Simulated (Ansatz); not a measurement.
## The false plateau in GW convergence: SnH5CN2Cl3 (Amm2)

Aim: vary empty bands and screening cutoff apart and together in G0W0 on SnH5CN2Cl3 (Amm2).

Calculated with Ansatz 0.2.0; G0W0 on PBE, plane waves, PAW; PAW set soft_1.

This is a report of a sequence of runs, with most program output left out.

## (1) Starting point

The structure is orthorhombic, space group Amm2 (No. 38). Conventional cell: a = 6.040 Å, b = 7.718 Å, c = 8.308 Å, α = 90.00°, β = 90.00°, γ = 90.00°. Sn has 6 Cl at 2.74 to 3.03 Å nearest. Nearest to H lie 1 N at 1.02 Å. Nearest to H lie 1 N at 1.01 Å. H has 1 C at 1.09 Å nearest. Nearest to C lie 1 H at 1.09 Å and 2 N at 1.31 Å. Nearest to N lie 2 H at 1.01 to 1.02 Å and 1 C at 1.31 Å. Farther neighbours and most contacts between anions are not listed.

The cell and positions are those that the Materials Project relaxed with its own functionals (PBE, PBE+U or r2SCAN), kept fixed.

## (2) 155 empty bands, screening to 50 eV

G0W0 replaces the xc potential by the self-energy, built once from these orbitals. Only a window of levels is corrected, while the sums run over the empty bands that the input names. This step takes PAW set soft_1 files.

Contents of input.yaml:

```yaml
crystal:
  lattice:
    - [6.040487, 0.0, 0.0]
    - [0.0, 3.859191, 4.153885]
    - [0.0, -3.859191, 4.153885]
  atoms:
    - { symbol: Sn, position: [0.5, 0.372251, 0.372251] }
    - { symbol: H, position: [0.205496, 0.725508, 0.725508] }
    - { symbol: H, position: [0.794504, 0.725508, 0.725508] }
    - { symbol: H, position: [0.329683, 0.916176, 0.916176] }
    - { symbol: H, position: [0.670317, 0.916176, 0.916176] }
    - { symbol: H, position: [0.0, 0.053322, 0.053322] }
    - { symbol: C, position: [0.0, 0.921717, 0.921717] }
    - { symbol: "N", position: [0.191086, 0.847581, 0.847581] }
    - { symbol: "N", position: [0.808914, 0.847581, 0.847581] }
    - { symbol: Cl, position: [0.5, 0.855812, 0.351215] }
    - { symbol: Cl, position: [0.5, 0.351215, 0.855812] }
    - { symbol: Cl, position: [0.0, 0.393951, 0.393951] }
kpoints:
  mp_grid: { grid: [2, 2, 2] }
hamiltonian:
  xc: pbe
  pseudopotentials: { kind: paw, azcp: { folder: soft_1 } }
scf:
  occupations: { method: fixed }
gw:
  n_empty_bands: 155
  ecut_chi: 50
  qp_bands: [v4, c4]
  qp_kpoints: band_edges
  screening: { model: contour_deformation }
```

Run with:

```
$ ansatz run input.yaml --threads 2 --pin off --max-ram 92160MiB --backend cuda --events-out ev --progress --plain --runs-dir out --devices 1 --max-vram 13GiB
```

Wall time 9 s (1 × NVIDIA H100 80GB HBM3 (shared by 6 runs) with 2 threads of AMD EPYC 7R13 (Zen 3), shared host); peak memory 1.2 GiB.

Numbers from this step:

* bands summed: 182
* RPA ε∞ on this mesh (eigenvalues): 8.656, 10.04, 10.30
* plane waves in the screening matrix: 163
* q-points in the mesh: 8
* G0W0 gap on the mesh: 1.946 eV
* k of the valence top: -0.5, -0.5, -0.5
* k of the conduction bottom: -0.5, -0.5, -0.5
* starting gap on the mesh: 1.253 eV
* Z at the valence top: 0.7343
* Z at the conduction bottom: 0.7525
* least direct G0W0 gap on the computed points: 1.946 eV

The gap on the mesh goes from 1.25 eV to 1.95 eV, a correction of +0.69 eV. Between the two edge states, bare exchange in place of the xc potential would open the gap by 6.17 eV, and correlation takes back 5.48 eV.

## (3) 807 empty bands, screening to 50 eV

Edit input.yaml of step 2 so:

```diff
@@ -26,3 +26,3 @@
 gw:
-  n_empty_bands: 155
+  n_empty_bands: 807
   ecut_chi: 50
```

Run time: 23 s. Hardware: 1 × NVIDIA H100 80GB HBM3 (shared by 6 runs) with 2 threads; peak memory 1.6 GiB; 34 s of CPU time.

This step gave:

* bands summed: 834
* RPA ε∞ on this mesh (eigenvalues): 8.695, 10.09, 10.35
* plane waves in the screening matrix: 163
* G0W0 gap on the mesh: 1.953 eV
* k of the valence top: -0.5, -0.5, -0.5
* k of the conduction bottom: -0.5, -0.5, -0.5
* starting gap on the mesh: 1.253 eV
* least direct G0W0 gap on the computed points: 1.953 eV

Against the run with 2×2×2 mesh, 155 empty bands, screening to 50 eV, PAW set soft_1 files, the gap moves by +0.007 eV.

## (4) 439 empty bands, screening to 100 eV

Bands and screening cutoff are moved together, since each hides the error of the other.

Edit input.yaml of step 3 so:

```diff
@@ -26,4 +26,4 @@
 gw:
-  n_empty_bands: 807
-  ecut_chi: 50
+  n_empty_bands: 439
+  ecut_chi: 100
   qp_bands: [v4, c4]
```

The job ended after 17 s (1 × NVIDIA H100 80GB HBM3 (shared by 6 runs) with 2 threads; peak memory 1.5 GiB).

The G0W0 gap on the mesh is 2.127 eV.

## (5) 2285 empty bands, screening to 100 eV

Edit input.yaml of step 4 so:

```diff
@@ -26,3 +26,3 @@
 gw:
-  n_empty_bands: 439
+  n_empty_bands: 2285
   ecut_chi: 100
```

It took 2.1 min on 1 × NVIDIA H100 80GB HBM3 (shared by 6 runs) with 2 threads; peak memory 3.6 GiB.

The G0W0 gap on the mesh is 2.152 eV.

## (6) 155 empty bands, screening to 150 eV

Edit input.yaml of step 5 so:

```diff
@@ -26,4 +26,4 @@
 gw:
-  n_empty_bands: 2285
-  ecut_chi: 100
+  n_empty_bands: 155
+  ecut_chi: 150
   qp_bands: [v4, c4]
```

Wall time 8.9 s (1 × NVIDIA H100 80GB HBM3 (shared by 6 runs) with 2 threads); peak memory 1.7 GiB.

The G0W0 gap on the mesh is 2.077 eV.

## (7) 807 empty bands, screening to 150 eV

Edit input.yaml of step 6 so:

```diff
@@ -26,3 +26,3 @@
 gw:
-  n_empty_bands: 155
+  n_empty_bands: 807
   ecut_chi: 150
```

It took 23 s on 1 × NVIDIA H100 80GB HBM3 (shared by 6 runs) with 2 threads; peak memory 2.1 GiB.

The G0W0 gap on the mesh is 2.217 eV.

## (8) 1434 empty bands, screening to 220 eV

Edit input.yaml of step 7 so:

```diff
@@ -26,4 +26,4 @@
 gw:
-  n_empty_bands: 807
-  ecut_chi: 150
+  n_empty_bands: 1434
+  ecut_chi: 220
   qp_bands: [v4, c4]
```

Run time: 39 s. Hardware: 1 × NVIDIA H100 80GB HBM3 (shared by 6 runs) with 2 threads; peak memory 3.5 GiB.

The G0W0 gap on the mesh is 2.301 eV.

## (9) 439 empty bands, screening to 300 eV

Edit input.yaml of step 8 so:

```diff
@@ -26,4 +26,4 @@
 gw:
-  n_empty_bands: 1434
-  ecut_chi: 220
+  n_empty_bands: 439
+  ecut_chi: 300
   qp_bands: [v4, c4]
```

Run time: 22 s. Hardware: 1 × NVIDIA H100 80GB HBM3 (shared by 6 runs) with 2 threads; peak memory 5.6 GiB.

The G0W0 gap on the mesh is 2.201 eV.

## (10) The grid

Start PBE, 2×2×2 mesh. Times are wall times on 1 × NVIDIA H100 80GB HBM3 (shared by 6 runs) with 2 threads of AMD EPYC 7R13 (Zen 3), shared host, good to a factor of about two.

```
cutoff (eV)  plane waves at q = 0  bands summed  gap (eV)  Σc valence (eV)  Σc conduction (eV)     time
         50                   163           182     1.946             1.96               -3.52      9 s
         50                   163           834     1.953             1.77               -3.71     23 s
        100                   441           466     2.127             1.56               -3.74     17 s
        100                   441          2312     2.152             1.45               -3.83  2.1 min
        150                   819           182     2.077             1.84               -3.51    8.9 s
        150                   819           834     2.217             1.38               -3.83     23 s
        220                  1417          1461     2.301             1.25               -3.88     39 s
        300                  2277           466     2.201             1.48               -3.74     22 s
```

## (11) Summary of results

```yaml
182_bands_50_ev: 1.946 eV
834_bands_50_ev: 1.953 eV
466_bands_100_ev: 2.127 eV
2312_bands_100_ev: 2.152 eV
182_bands_150_ev: 2.077 eV
834_bands_150_ev: 2.217 eV
1461_bands_220_ev: 2.301 eV
466_bands_300_ev: 2.201 eV
estimated_limit_along_the_diagonal: 2.41 eV
mesh_and_start: 2×2×2, PBE
```

**Reading.** At 50 eV, going from 182 to 834 bands moves the gap by +0.01 eV. At 100 eV, going from 466 to 2312 bands moves the gap by +0.02 eV. At 150 eV, going from 182 to 834 bands moves the gap by +0.14 eV. At 182 bands, raising the cutoff from 50 to 150 eV moves it by +0.13 eV. At 834 bands, raising the cutoff from 50 to 150 eV moves it by +0.26 eV. At 466 bands, raising the cutoff from 100 to 300 eV moves it by +0.07 eV. Along the diagonal, where both rise together, the two highest rungs point to 2.41 eV. Gaps are over the mesh's points; an edge off the mesh would be missed. A low cutoff hides what high bands add, so a band series at one cutoff can look settled before the gap is. The 2×2×2 mesh is coarse for this cell (its supercell is 11 Å along the shortest edge). The RPA ε∞ on it, from the PBE start, is 8.56, 9.94 and 10.15; such meshes misread the long-range screening, most where the gap is narrow. The many-body steps are scalar-relativistic: spin-orbit coupling is not in them.

[Paths, hosts, dates, memory and timing lines, banners, echoed tables and standing remarks are left out of the program output.]

[Logs are printed without paths, hosts, clocks, repeated set-up lines and the standing remarks that a program may print on its own settings, such as how far it seeks lower states.]

[Runs of the session that timed out or met a known fault of the program may be left out.]

[Cells called generated may have been cut or substituted from an entry of the Crystallography Open Database or the Materials Project.]

[Hosts, paths, dates, database ids (printed as entryN), source tags and the programs' standing remarks are cut or masked in the printed files.]
